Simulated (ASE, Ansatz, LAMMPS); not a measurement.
# Localised basis functions on (14,0) carbon nanotube (168 atoms), part 2 of 2

Wanted: errors and times of a linear-scaling basis for (14,0) carbon nanotube (168 atoms). A setting counts as converged where the r.m.s. difference of forces stays under 1 % of the r.m.s. force.

Ansatz 0.2.0; Kohn-Sham DFT, LDA, PAW (set soft_2), plane waves.

The cell: 168 C. Beside vacuum, support functions can miss their usual error bounds without a warning. Sampling is at Γ alone, for a cell whose periodic width is 13 Å.

So far. Step 3 (Plane-wave single point): Intrinsic-atomic-orbital charges run from -0.00 to +0.00 e. The largest share in the top eV of filled states is C p (100 % of the projected weight), and in the lowest eV of empty states C p (99 % of the projected weight).

### Step 4. Local order (continued)

A closer look about C3, which bears the longest force: 10 atoms, nearest first, numbered in the order of the input, with positions taken from that point.

```csv
atom,x,y,z,distance (Å),bonds,intrinsic-atomic-orbital charge (e),Fx,Fy,Fz (eV/Å)
C3,0.00,0.00,0.00,0.00,3,0.00,0.094,0.041,-0.030
C6,0.00,0.00,1.40,1.40,3,0.00,0.094,0.041,0.030
C4,-0.65,1.03,-0.70,1.40,3,0.00,0.077,0.067,0.030
C2,0.40,-1.15,-0.70,1.40,3,0.00,0.098,0.028,0.030
C1,0.54,-2.36,0.00,2.42,3,0.00,0.102,0.000,-0.029
C7,-1.51,1.89,0.00,2.42,3,0.00,0.067,0.077,-0.030
C121,-0.65,1.03,-2.09,2.42,3,0.00,0.077,0.067,-0.030
C9,-0.65,1.03,2.09,2.42,3,0.00,0.077,0.067,-0.030
C117,0.40,-1.15,-2.09,2.42,3,0.00,0.098,0.028,-0.030
C5,0.40,-1.15,2.09,2.42,3,0.00,0.098,0.028,-0.030
```

The column of bonds counts only the pairs C-C within 1.82 Å; other neighbours, such as metal atoms beside each other in a compound, aren't counted, and periodic images can show an atom twice.

### Step 5. Support functions medium

With localised support functions most steps grow linearly with size, though the diagonalisation grows faster unless the density matrix is cut; this run measures error and cost at this size. The level medium gives here a grid of 108×108×60 points and a radius of 3.66 Å.

This step: Kohn-Sham DFT, LDA, PAW (set soft_2), localised support functions (medium) (Ansatz 0.2.0).

The input, input.yaml:

```yaml
crystal:
  lattice:
    - [22.96259, 0.0, 0.0]
    - [0.0, 22.96259, 0.0]
    - [0.0, 0.0, 12.56601]
  atoms:
    [... the 168 atom lines of step 3 ...]
kpoints:
  mp_grid: { grid: [1, 1, 1] }
hamiltonian:
  xc: lda
scf:
  occupations: { method: gaussian, width: 0.025 }
  eigensolver: { kind: { support_functions: { accuracy: medium } } }
  mixing: { beta: 0.2 }
  max_iter: 150
output:
  forces: true
  eigenvalues: true
```

Launch:

```sh
$ ansatz run input.yaml --threads 8 --pin off --max-ram 15872MiB --backend cpu --events-out ev --progress --plain --runs-dir out
```

Numbers of over 12 decimals in the logs are rounded to 6 here.

What it wrote:

```text
Warning: scf.eigensolver.kind.support_functions: disabling space-group detection — the functions' gradient is summed over unrotated k-points, so no spatial operation reduces the k-mesh or symmetrises the density; time reversal is kept, so that k and −k are solved as one point where they differ and the mesh holds both, and exact exchange and, on two spinor components, a DFT+U term hold to it where the run has them: [...]
settings of this run that can trade accuracy for cost: scf.eigensolver.kind.support_functions [...]
[...]
Crystal: 168 atoms, lattice volume = 6625.813 Å³
Basis set: ecut = 420 eV, 129517 PW (Γ)
Bands: 404, of which v1, the nominal top of the filled ones, is band 336 counted from 1 (335 counted from 0)
Symmetry: 1 space group operations
k-points: 1
[...]
Eigensolver: Support functions (medium, 108×108×60 points, laid for a spacing of at most 0.228497 Å, radius 3.655435 Å, 273 sites without an atom, 1 species' potentials softened for the grid, 1 wholly corrected for its errors in the mean over positions, 1 with the egg-box correction, energy correction by stochastic trace)
[...]
SCF iter   1: F=—  HF=-40846.163296 eV  |F-HF|=—  |Δ(HF+E_count)|=         —  Δρ=5.01e-2  dr2=1.60e2  ethr=1.00e-1
[...]
SCF iter  12: F=—  HF=-40803.340053 eV  |F-HF|=—  |Δ(HF+E_count)|=   4.51e-4  Δρ=2.29e-5  dr2=2.06e-5  ethr=2.94e-8  κ⁻¹=2.4e-6(r=7)
SCF iter  13: F=-40803.340407 eV  HF=-40803.340405 eV  |F-HF|=1.38e-6  |Δ(HF+E_count)|=   3.52e-4  Δρ=8.48e-6  dr2=2.71e-6  ethr=3.06e-9
SCF 1 converged in 13 iterations: F = -40803.343702 eV  dr2 = 2.71e-6
[...]
SCF converged after 13 iterations
Stability not checked: this state was not tested for a lower state beside it, because the mixer in use, unlike msr1, does not test its closes by its own steps (another_mixer; see scf.mixing.algorithm and scf.lower_state_search)
Free energy (F): -40803.343702 eV
[...]
Internal energy: -40803.343702 eV  (E = F + TS)
E sigma→0 (E₀):  -40803.343702 eV
Fermi energy:    -1.892657 eV
[...]
Σ components = -40803.343702   (vs F -40803.343702, Δ=0.00e0)
--- Forces (eV/Å), atoms counted from 1 ---
  atom   1  C      0.10130348    -0.00009252    -0.02647381
  atom   2  C      0.09797543     0.02779005     0.02740471
  atom   3  C      0.09347849     0.04092705    -0.02797705
  atom   4  C      0.07645501     0.06663891     0.02778835
[...]
atom 168  C      0.10135679     0.00001001     0.03113155
  max |Σ_I F_I| component: 1.33e-2 eV/Å
--- Band table (eV) ---
[...]
```

Wall time 98 s (8 threads of Arm Neoverse V2, shared host); peak memory 6.4 GiB; 13 min of CPU time.

The program notes that the band table was not solved further than the SCF left it and it switched symmetry off.

Keys that differ from the reference: support_functions.accuracy = "medium", scf.max_iter = 150 and scf.mixing.beta = 0.2.

Forces differ from the reference by 1.6 meV/Å r.m.s., 2.6 % of their size, over a tolerance of 1 %; the energy by -4.8 meV/atom.

### Step 6. What each setting buys

Each row is set against the plane-wave reference (Kohn-Sham DFT, LDA, PAW (set soft_2), plane waves; r.m.s. force component 0.0614 eV/Å). Energies are set beside the reference only for runs with its functional, potentials and electron count. Times are for 8 threads of Arm Neoverse V2, shared host. The reference's time includes the DOS and grids, which some other runs skip.

```
                     run  Δ force, r.m.s. (meV/Å)  share of r.m.s. force (%)  Δ energy (meV/atom)  Δ gap (eV)  cycles  time  host memory (GiB)
               reference                        -                          -                    -           -       8  82 s                7.3
support functions medium                     1.59                       2.59                -4.83     -1.0e-4      13  98 s                6.4
```

### Step 7. Summary of results

| Property | Result |
| --- | --- |
| free energy per atom | -242.8722 eV/atom |
| r.m.s. force component | 0.06142 eV/Å |
| gap (highest filled to lowest empty level) | 0.7337 eV |
| wall time of the 2 DFT runs | 3 min |

In words: Against plane waves at 420 eV, the forces differ by 1.6 meV/Å (2.6 %) with support functions medium. Differences between support functions and plane waves include what basis error the plane-wave run still has.

The highest filled and lowest empty levels differ by 0.734 eV at Γ alone; the mesh holds the band edges only if they fold onto it, so the gap at this level can be narrower or closed, while local or semilocal functionals tend to narrow gaps against experiment. With the cutoffs above, all C atoms have 3 bonded neighbours.

[Logs are printed without paths, hosts, clocks, repeated set-up lines and the standing remarks that a program may print on its own settings, such as how far it seeks lower states.]

[Hosts, paths, dates, database ids (printed as entryN), source tags and the programs' standing remarks are cut or masked in the printed files.]
